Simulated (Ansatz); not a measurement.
## KTaSe3 (model cell, started as cubic perovskite with Ta in the octahedra): relaxing the cell for a phonon run

Wanted: the relaxed cell of KTaSe3 (model cell, started as cubic perovskite with Ta in the octahedra).

Program: Ansatz 0.2.0. Level of theory: DFT LDA, scalar-relativistic, plane waves, PAW; PAW set soft_1. Results are calculated unless marked as measured.

The structure was built from a prototype and need not be the compound's stable phase.

## Step 1: The structure

Symmetry: Pm-3m, No. 221, cubic system. Conventional cell: a = 5.135 Å, b = 5.135 Å, c = 5.135 Å, α = 90.00°, β = 90.00°, γ = 90.00°. Nearest to K lie 12 Se at 3.63 Å. Nearest to Ta lie 6 Se at 2.57 Å. Nearest to Se lie 2 Ta at 2.57 Å and 4 K at 3.63 Å. Farther neighbours and most contacts between anions are not listed.

## Step 2: A coarse first look

A quick single point on a coarse mesh tells whether the cell has a gap and how far it is from rest, which sets the k mesh and smearing that follow.

Contents of input.yaml:

```yaml
crystal:
  lattice:
    - [5.1352, 0.0, 0.0]
    - [0.0, 5.1352, 0.0]
    - [0.0, 0.0, 5.1352]
  atoms:
    - { symbol: K, position: [0.0, 0.0, 0.0] }
    - { symbol: Ta, position: [0.5, 0.5, 0.5] }
    - { symbol: Se, position: [0.5, 0.5, 0.0] }
    - { symbol: Se, position: [0.5, 0.0, 0.5] }
    - { symbol: Se, position: [0.0, 0.5, 0.5] }
kpoints:
  mp_grid: { grid: [4, 4, 4] }
hamiltonian:
  xc: lda
  pseudopotentials: { kind: paw, azcp: { folder: soft_1 }, xc_functional: pbe }
scf:
  occupations: { method: gaussian, width: 0.1 }
output:
  forces: true
  stress: true
  eigenvalues: true
```

Started as:

```
ansatz run input.yaml --threads 4 --pin off --max-ram 16384MiB --backend cpu --events-out ev --progress --plain --runs-dir out
```

Numbers of over 12 decimals in the logs are rounded to 6 here.

The log of the run:

```text
Engine: ansatz 0.2.0, aarch64-unknown-linux-gnu
Pseudopotentials: kind: paw
Pseudopotential: K, paw, valence charge 9, recommended cutoff 420 eV (normal), soft_1/K.paw.azcp
Pseudopotential: Ta, paw, valence charge 13, recommended cutoff 420 eV (normal), soft_1/Ta.paw.azcp
Pseudopotential: Se, paw, valence charge 16, recommended cutoff 420 eV (normal), soft_1/Se.paw.azcp
Functional definition: SPW92
[...]
k-point 0: bands = [... 31 lower, 6.0349, 6.5527, 6.5527, 6.5527, 6.6759, 6.6759, 6.6759, 8.5519, ... 3 higher]
  k-point 1: bands = [... 31 lower, 5.2951, 5.7524, 6.4251, 6.4251, 6.5791, 8.1091, 8.1091, 8.5712, ... 3 higher]
  k-point 2: bands = [... 31 lower, 4.6612, 5.5122, 6.3980, 6.3980, 6.6061, 8.5843, 9.0406, 9.0406, ... 3 higher]
  k-point 9: bands = [... 31 lower, 3.0186, 7.3672, 7.3672, 7.3672, 9.2709, 9.2709, 9.2709, 10.5702, ... 3 higher]
[key lines of the parts left out:]
SCF converged after 9 iterations
Free energy (F): -27333.212105 eV
Fermi energy:    7.025915 eV
P = ⅓ Tr σ = -5.6592 GPa (-56.592 kbar)
```

The job ended after 1.4 s (4 threads of Arm Neoverse V1, shared host; peak memory 0.45 GiB; 4.6 s of CPU time).

This step gave:

| Quantity | Value |
| --- | --- |
| pressure | -5.659 GPa |
| volume per atom | 27.08 Å³ |
| gap on the k-mesh | 0 eV |

The coarse mesh shows no gap and a pressure of -5.7 GPa.

## Step 3: Bringing the structure to rest

The cell and atoms are relaxed, since residual forces and stress would shift the frequencies.

input.yaml: that of step 2 with these lines changed.

```diff
@@ -12,3 +12,3 @@
 kpoints:
-  mp_grid: { grid: [4, 4, 4] }
+  mp_grid: { grid: [8, 8, 8] }
 hamiltonian:
@@ -22 +22,10 @@
   eigenvalues: true
+  write_density: true
+  write_potential: true
+  elf: true
+  volumetric_format: npy
+relax:
+  adjacent_minimum: "off"
+  f_tol: 0.005
+  max_steps: 80
+  cell: { stress_tol: 0.05 }
```

The log of the run:

```text
[...]
Crystal: 5 atoms, lattice volume = 135.417 Å³
Basis set: ecut = 420 eV, 2601 PW (Γ)
Bands: 42, of which v1, the nominal top of the filled ones, is band 35 counted from 1 (34 counted from 0)
Symmetry: 48 space group operations
[...]
k-points: 35 of 512
[...]
SCF iter   1: F=—  HF=-27334.420306 eV  |F-HF|=—  |Δ(HF+E_count)|=         —  Δρ=4.35e-2  dr2=4.48e0  ethr=3.10e-3  ⟨swp⟩=7.9  Hψ=5680  notcnv=0
[...]
SCF iter   8: F=-27333.113646 eV  HF=-27333.113646 eV  |F-HF|=4.22e-10  |Δ(HF+E_count)|=   4.86e-8  Δρ=1.66e-6  dr2=1.90e-9  ethr=1.43e-10  ⟨swp⟩=14.7  Hψ=10687  notcnv=0
SCF 1 converged in 8 iterations: F = -27333.113646 eV  dr2 = 1.90e-9
[...]
relax step   1: F+E_penalty+E_count = -27333.11364589 eV  Δ(F+E_penalty+E_count) = +0.000e0 eV  max|allowed force component| = 2.219e-29 eV/Å  Δτ_max = 0.0000 Å  P = -5.261 GPa  Ω = 135.417 Å³  (8 SCF iters, dr2 threshold 1.00e-7 eV, accepted)
Crystal: 5 atoms, lattice volume = 120.684 Å³
Basis set: ecut = 420 eV, 2373 PW (Γ)
[...]
iter 1 solved again at ethr=6.25e-4 eV; its pass at ethr=3.10e-3 eV (dr2=4.37e-1 eV) is discarded
[...]
SCF iter   6: F=-27333.263028 eV  HF=-27333.263028 eV  |F-HF|=6.33e-8  |Δ(HF+E_count)|=   2.59e-7  Δρ=1.08e-5  dr2=1.08e-7  ethr=7.14e-10  ⟨swp⟩=11.5  Hψ=13004  notcnv=0
SCF 2 converged in 6 iterations: F = -27333.263028 eV  dr2 = 1.08e-7
[...]
relax step   2: F+E_penalty+E_count = -27333.26302798 eV  Δ(F+E_penalty+E_count) = -1.494e-1 eV  max|allowed force component| = 5.828e-30 eV/Å  Δτ_max = 0.0000 Å  P = +2.909 GPa  Ω = 120.684 Å³  energy of the carried Pulay correction = +1.339e-3 eV  (6 SCF iters, dr2 threshold 5.00e-7 eV, accepted)
Crystal: 5 atoms, lattice volume = 125.547 Å³
Basis set: ecut = 420 eV, 2517 PW (Γ)
[...]
SCF iter   5: F=-27333.299149 eV  HF=-27333.299149 eV  |F-HF|=1.00e-8  |Δ(HF+E_count)|=   3.71e-6  Δρ=1.76e-5  dr2=1.55e-7  ethr=7.14e-10  ⟨swp⟩=11.4  Hψ=13934  notcnv=0
SCF 3 converged in 5 iterations: F = -27333.299149 eV  dr2 = 1.55e-7
[...]
relax step   3: F+E_penalty+E_count = -27333.29914863 eV  Δ(F+E_penalty+E_count) = -3.612e-2 eV  max|allowed force component| = 7.205e-30 eV/Å  Δτ_max = 0.0000 Å  P = -0.383 GPa  Ω = 125.547 Å³  energy of the carried Pulay correction = +8.802e-4 eV  (5 SCF iters, dr2 threshold 5.00e-7 eV, accepted)
[...]
relax step   4: F+E_penalty+E_count = -27333.29994668 eV  Δ(F+E_penalty+E_count) = -7.980e-4 eV  max|allowed force component| = 4.192e-29 eV/Å  Δτ_max = 0.0000 Å  P = -0.023 GPa  Ω = 124.961 Å³  energy of the carried Pulay correction = +9.346e-4 eV  (4 SCF iters, dr2 threshold 3.67e-7 eV, accepted)
[...]
SCF iter   5: F=-27333.299011 eV  HF=-27333.299011 eV  |F-HF|=0.00e0  |Δ(HF+E_count)|=  6.91e-10  Δρ=1.12e-7  dr2=7.90e-12  ethr=1.00e-12  ⟨swp⟩=5.2  Hψ=8402  notcnv=0
SCF 5 converged in 5 iterations: F = -27333.299011 eV  dr2 = 7.90e-12
relax step   5: F+E_penalty+E_count = -27333.29901071 eV  Δ(F+E_penalty+E_count) = +9.360e-4 eV  max|allowed force component| = 8.152e-30 eV/Å  Δτ_max = 0.0000 Å  P = -0.023 GPa  Ω = 124.961 Å³  stress off target by 2.28e-2 GPa  SCF on the basis re-selected at this cell (its energy is not comparable with the rows above)  (5 SCF iters)
basis re-selected at this cell: Δ(F+E_penalty+E_count) = +9.360e-4 eV, ΔP = +0.000 GPa vs the last step (what re-selecting the basis moved, of the pressure what is left beyond the Pulay correction that the steps carried, after the strain that the cell walked since its last selection, with what the two solves' SCF thresholds leave and, on support functions, any second-order correction that the steps lacked; it is no m [...]
SCF converged after 5 iterations
Free energy (F): -27333.299011 eV
[...]
Internal energy: -27333.280979 eV  (E = F + TS)
E sigma→0 (E₀):  -27333.289995 eV
Entropy (-TS):   -0.018031 eV (-3.606 meV/atom)
Fermi energy:    8.274687 eV
[...]
--- Stress (GPa, compression-positive) ---
       -0.022815       0.000000       0.000000
        0.000000      -0.022815       0.000000
        0.000000       0.000000      -0.022815
  P = ⅓ Tr σ = -0.0228 GPa (-0.228 kbar)
--- Band table (eV; the first three rows and the last of 35) ---
  k-point 0: bands = [... 31 lower, 6.9814, 7.4065, 7.4065, 7.4065, 7.7809, 7.7809, 7.7809, 9.7950, ... 3 higher]
  k-point 1: bands = [... 31 lower, 6.8735, 7.1174, 7.4158, 7.4827, 7.4827, 8.3335, 8.3335, 9.8090, ... 3 higher]
  k-point 2: bands = [... 31 lower, 6.2406, 6.6398, 7.4387, 7.4708, 7.4708, 9.2151, 9.2151, 9.8338, ... 3 higher]
  k-point 34: bands = [... 31 lower, 3.6611, 8.5008, 8.5008, 8.5008, 10.4897, 10.4897, 10.4897, 11.5586, ... 3 higher]
--- Relaxed structure (4 steps of the walk, 4 accepted, 1 SCFs on fresh bases) ---
  F+E_penalty+E_count = -27333.29901071 eV   max|allowed force component| = 8.152e-30 eV/Å   (the final SCF, on the basis selected at the relaxed cell)
  cell:  # Å, volume = 124.9611 Å³
    - [4.999481, 0, 0]
    - [0, 4.999481, 0]
    - [0, 0.0, 4.999481]
  atoms:
    - { symbol: K, position: [0, 0, 0] }
    - { symbol: Ta, position: [0.500000, 0.500000, 0.500000] }
    - { symbol: Se, position: [0.500000, 0.500000, 0] }
    - { symbol: Se, position: [0.500000, 0, 0.500000] }
    - { symbol: Se, position: [0, 0.500000, 0.500000] }
```

The job ended after 18 s (4 threads; peak memory 0.56 GiB).

Step by step:

```tsv
step	energy less that of the first step (eV)	largest force component (eV/Å)	pressure (GPa)	volume (Å³)
1	0.0000	0.0000	-5.26	135.42
2	-0.1494	0.0000	2.91	120.68
3	-0.1855	0.0000	-0.38	125.55
4	-0.1863	0.0000	-0.02	124.96
5*	-0.1854	0.0000	-0.02	124.96
```

Relaxation steps marked * repeat the geometry before them on a plane-wave basis chosen anew for their cell, so energy and pressure can jump there.

The run keeps the 48 symmetry operations that it works with, so distortions that break them were not tested.

```tsv
conventional cell, symmetrised	before	after	change
a (Å)	5.135	4.999	-2.6 %
b (Å)	5.135	4.999	-2.6 %
c (Å)	5.135	4.999	-2.6 %
volume (Å³/atom)	27.08	24.99	-7.7 %
```

The relaxed structure:

```cif
data_structure
_symmetry_space_group_name_H-M 'P 1'
_symmetry_Int_Tables_number 1
_cell_length_a 4.9995
_cell_length_b 4.9995
_cell_length_c 4.9995
_cell_angle_alpha 90.000
_cell_angle_beta 90.000
_cell_angle_gamma 90.000
_cell_volume 124.96
loop_
_atom_site_label
_atom_site_type_symbol
_atom_site_fract_x
_atom_site_fract_y
_atom_site_fract_z
_atom_site_occupancy
K1 K 0.00000 0.00000 0.00000 1
Ta2 Ta 0.50000 0.50000 0.50000 1
Se3 Se 0.50000 0.50000 0.00000 1
Se4 Se 0.50000 0.00000 0.50000 1
Se5 Se 0.00000 0.50000 0.50000 1
```

Numbers from this step:

* pressure: -0.02281 GPa
* volume per atom: 24.99 Å³

Electrostatic potential energy in the ac plane at fractional y = 0.500, with atoms of Ta and Se within 0.2 Å of it. With pseudopotentials it is smooth inside the atoms' cores, unlike the true potential.

Values in eV, 14 rows by 14 columns, each cell a mean:
```
 13  13  12  10   2  -9   5   9  -2  -7   7  11  12  13
 12  12  12  11   7  -5  -9  -8  -9   1   9  12  12  12
 11  12  12  12   9   4  -1  -3   1   7  11  12  12  11
  6   8  10  10   8   4   0  -1   2   6  10  11   9   7
 -9  -4   4   8   4  -6 -18 -22 -14  -1   6   7   1  -7
  3  -7  -5   3  -3 -25 -42 -45 -37 -14   2   1  -9  -2
 13   2  -9   0  -8 -36 -46 -46 -45 -22  -1  -3  -8   9
 10  -3  -8   2  -6 -31 -45 -46 -42 -18   0  -1  -9   5
 -8  -9   0   6   1 -15 -31 -36 -25  -6   4   4  -5  -9
  0   4   8   9   7   1  -6  -8  -3   4   8   9   7   2
 10  11  11  11   9   6   2   0   3   8  10  12  11  10
 12  12  12  11   8   0  -8  -9  -5   4  10  12  12  12
 12  13  12  11   4  -9  -3   2  -7  -4   8  12  12  13
 13  12  12  10   0  -8  10  13   3  -9   6  11  12  13
```
Columns run along a (5.0 Å; values clipped at the 3rd and 97th percentile), rows up along c (5.0 Å). Atoms in or near the plane, at fractional coordinates: Ta at (0.50, 0.50), Se at (0.50, 0.00), Se at (0.00, 0.50).

ELF in the ac plane at fractional y = 0.500, with atoms of Ta and Se within 0.2 Å of it. It is the smooth field of the valence electrons, not physical close to the nuclei.

Values, 14 rows by 14 columns, each cell a mean:
```
0.02 0.04 0.20 0.57 0.77 0.72 0.40 0.28 0.56 0.78 0.71 0.40 0.10 0.03
0.12 0.08 0.12 0.37 0.68 0.77 0.71 0.68 0.75 0.75 0.57 0.23 0.08 0.10
0.46 0.33 0.19 0.22 0.46 0.65 0.69 0.70 0.68 0.59 0.34 0.18 0.23 0.40
0.74 0.67 0.47 0.27 0.24 0.30 0.33 0.34 0.32 0.27 0.23 0.34 0.57 0.71
0.77 0.77 0.71 0.45 0.18 0.26 0.48 0.54 0.40 0.18 0.27 0.59 0.75 0.78
0.46 0.66 0.76 0.55 0.24 0.60 0.70 0.65 0.72 0.40 0.32 0.68 0.75 0.56
0.13 0.47 0.75 0.56 0.31 0.70 0.45 0.23 0.65 0.54 0.34 0.70 0.68 0.28
0.27 0.56 0.75 0.56 0.28 0.67 0.59 0.45 0.70 0.48 0.33 0.69 0.71 0.40
0.68 0.75 0.74 0.51 0.19 0.42 0.67 0.70 0.60 0.26 0.30 0.65 0.77 0.72
0.78 0.74 0.61 0.35 0.19 0.19 0.28 0.31 0.24 0.18 0.24 0.46 0.68 0.77
0.62 0.49 0.29 0.21 0.35 0.51 0.56 0.56 0.55 0.45 0.27 0.22 0.37 0.57
0.24 0.16 0.12 0.29 0.61 0.74 0.75 0.75 0.76 0.71 0.47 0.19 0.12 0.20
0.04 0.05 0.16 0.49 0.74 0.75 0.56 0.47 0.66 0.77 0.67 0.33 0.08 0.04
0.02 0.04 0.24 0.62 0.78 0.68 0.27 0.13 0.46 0.77 0.74 0.46 0.12 0.02
```
Columns run along a (5.0 Å), rows up along c (5.0 Å). Atoms in or near the plane, at fractional coordinates: Ta at (0.50, 0.50), Se at (0.50, 0.00), Se at (0.00, 0.50).

Valence density in the ac plane at fractional y = 0.500, with atoms of Ta and Se within 0.2 Å of it. It is the smooth field of the valence electrons, not physical close to the nuclei.

Ten steps, logarithmic in the rise over the least value, from '0' (0 e/Å³) to '9' (39 e/Å³), each cell a mean:
```
00001378521000
00001234310000
00000122110000
11000111100001
22111133210112
64211355421135
96212455531248
85212455531237
42111244311123
11100122110011
00000111110000
00001122210000
00001256421000
00001489621000
```
Columns run along a (5.0 Å), rows up along c (5.0 Å). Atoms in or near the plane, at fractional coordinates: Ta at (0.50, 0.50), Se at (0.50, 0.00), Se at (0.00, 0.50).

In this step the volume went from 27.08 to 24.99 Å³/atom.

## Step 4: Relaxing to small forces for the phonons

Phonons need a cell at rest on their own settings, so the relaxation is repeated with tight tolerances on forces and stress, using the mesh and the filling of the phonon run that follows.

Contents of input.yaml:

```yaml
crystal:
  lattice:
    - [4.999480642, 0.0, 0.0]
    - [0.0, 4.999480642, 0.0]
    - [0.0, 0.0, 4.999480642]
  atoms:
    - { symbol: K, position: [0.0, 0.0, 0.0] }
    - { symbol: Ta, position: [0.5, 0.5, 0.5] }
    - { symbol: Se, position: [0.5, 0.5, 0.0] }
    - { symbol: Se, position: [0.5, 0.0, 0.5] }
    - { symbol: Se, position: [0.0, 0.5, 0.5] }
kpoints:
  mp_grid: { grid: [8, 8, 8] }
hamiltonian:
  xc: lda
  pseudopotentials: { kind: paw, azcp: { folder: soft_1 }, xc_functional: pbe }
scf:
  occupations: { method: methfessel_paxton, width: 0.2 }
output:
  forces: true
  stress: true
  eigenvalues: true
relax:
  adjacent_minimum: "off"
  f_tol: 0.001
  max_steps: 60
  cell: { stress_tol: 0.01 }
```

The log of the run:

```text
[...]
Crystal: 5 atoms, lattice volume = 124.961 Å³
Basis set: ecut = 420 eV, 2469 PW (Γ)
Bands: 42, of which v1, the nominal top of the filled ones, is band 35 counted from 1 (34 counted from 0)
[... 1 set-up line as in the run before ...]
[...]
k-points: 35 of 512
[...]
--- Relaxed structure (3 steps of the walk, 3 accepted, 1 SCFs on fresh bases) ---
[...]
cell:  # Å, volume = 124.9180 Å³
    - [4.998907, 0, 0]
    - [0, 4.998907, 0]
    - [0, 0, 4.998907]
  atoms:
    - { symbol: K, position: [0, 0, 0] }
    - { symbol: Ta, position: [0.5, 0.5, 0.5] }
    - { symbol: Se, position: [0.5, 0.5, 0] }
    - { symbol: Se, position: [0.5, 0, 0.5] }
    - { symbol: Se, position: [0, 0.5, 0.5] }
[key lines of the parts left out:]
SCF converged after 6 iterations
Free energy (F): -27333.293273 eV
Fermi energy:    8.278294 eV
P = ⅓ Tr σ = 0.0001 GPa (0.001 kbar)
```

The job ended after 12 s (4 threads; peak memory 0.53 GiB; 47 s of CPU time).

Little changed from the start: no atom moved by 0.005 Å and no cell edge by 0.1 %.

Numbers from this step:

- pressure: 5.70e-5 GPa
- volume per atom: 24.98 Å³

The forces vanish by symmetry and the pressure is 0.000 GPa, within the tolerances set. The cell now holds 24.98 Å³/atom.

## Step 5: Outcome

```json
{"space group after relaxation (within 0.01 Å)": "Pm-3m", "lattice constant a": "4.999 Å", "lattice constant b": "4.999 Å", "lattice constant c": "4.999 Å", "volume per atom": "25.0 Å³"}
```

**Reading.** The forces vanish by symmetry and the pressure is 0.000 GPa, within the tolerances set. The cell now holds 24.98 Å³/atom. The relaxation keeps the symmetry of its start, so it says nothing on stability against lower symmetry. Spin-orbit coupling is left out, which can matter for the heavy elements here. The PAW files were made for PBE and serve the other functionals too. The starting cell was built on a prototype and not taken from a measurement, so the phase need not exist.

[Logs are printed without paths, hosts, clocks, repeated set-up lines and the standing remarks that a program may print on its own settings, such as how far it seeks lower states.]

[Hosts, paths, dates, database ids (printed as entryN), source tags and the programs' standing remarks are cut or masked in the printed files.]
